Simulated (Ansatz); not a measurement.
# KS3Br (R3m): refractive index against wavelength

The refractive index of KS3Br (R3m) along x below the direct gap (1.67 eV on the mesh) is read from one computed spectrum, n = √(Re ε). x, y and z are the Cartesian axes of the input cell.

It takes space group R3m (No. 160, trigonal). Conventional cell: a = 7.575 Å, b = 7.575 Å, c = 10.147 Å, α = 90.00°, β = 90.00°, γ = 120.00°. Br on site a is surrounded by 1 K at 3.16 Å and 3 S at 3.19 Å. K on site a has 1 Br at 3.16 Å and 3 S at 3.28 Å as nearest neighbours. Around S on site b lie 2 S at 2.13 Å.

Method: Ansatz 0.2.0, PBE, independent particles, k-mesh 6×6×6 with interpolation inside its cells, Gaussian parameter 0.15 eV.

Launch of the response step: `ansatz run input.yaml --threads 2 --pin off --max-ram 5120MiB --backend cpu --events-out ev --progress --plain --runs-dir out`. The run took 96 s, on 2 threads of Arm Neoverse V1 (shared host).

```tsv
wavelength (nm)	photon energy E (eV)	n
3000	0.413	2.3763
2000	0.620	2.3907
1550	0.800	2.4088
1310	0.946	2.4283
1064	1.165	?
```

In the single-oscillator model n² − 1 = E₀E_d/(E₀² − E²), so 1/(n² − 1) = E₀/E_d − E²/(E₀E_d) is linear in E².

Working, on the rows shown:

| x = E² (eV²) | y = 1/(n² − 1) |
| --- | --- |
| 0.170801 | 0.215202 |
| 0.384302 | 0.212069 |
| 0.639837 | 0.208233 |
| 0.895757 | 0.204222 |

Means: x̄ = 0.52267, ȳ = 0.20993. Σ(x − x̄)(y − ȳ) = -0.00448, Σ(x − x̄)² = 0.2959. Slope = -0.00448 / 0.2959 = -0.01514; intercept = ȳ − slope · x̄ = 0.21784. Turned back into n, the line misses the rows shown by at most 0.00036.

What does the fit predict for the withheld row, and how well does it do?

At x = 1.3578 the line gives y = 0.19729, that is 2.4635. The run gave 2.4677, so the extrapolation is off by 0.0042, 5 % of the range in the table.

Refitted with all rows, the slope is -0.01577 and the intercept 0.21812. These give E₀ = √(intercept/−slope) = 3.72 eV and E_d = E₀/intercept = 17.1 eV; E₀ is 2.2 times the direct gap. The electronic limit at long wavelengths, without lattice vibrations, is n = √(1 + 1/intercept) = 2.363. The structure is a model and need not exist. Excitons are left out and so are local fields; PBE gaps are as a rule too small. Spin-orbit coupling is left out.

[Logs are printed without paths, hosts, clocks, repeated set-up lines and the standing remarks that a program may print on its own settings, such as how far it seeks lower states.]
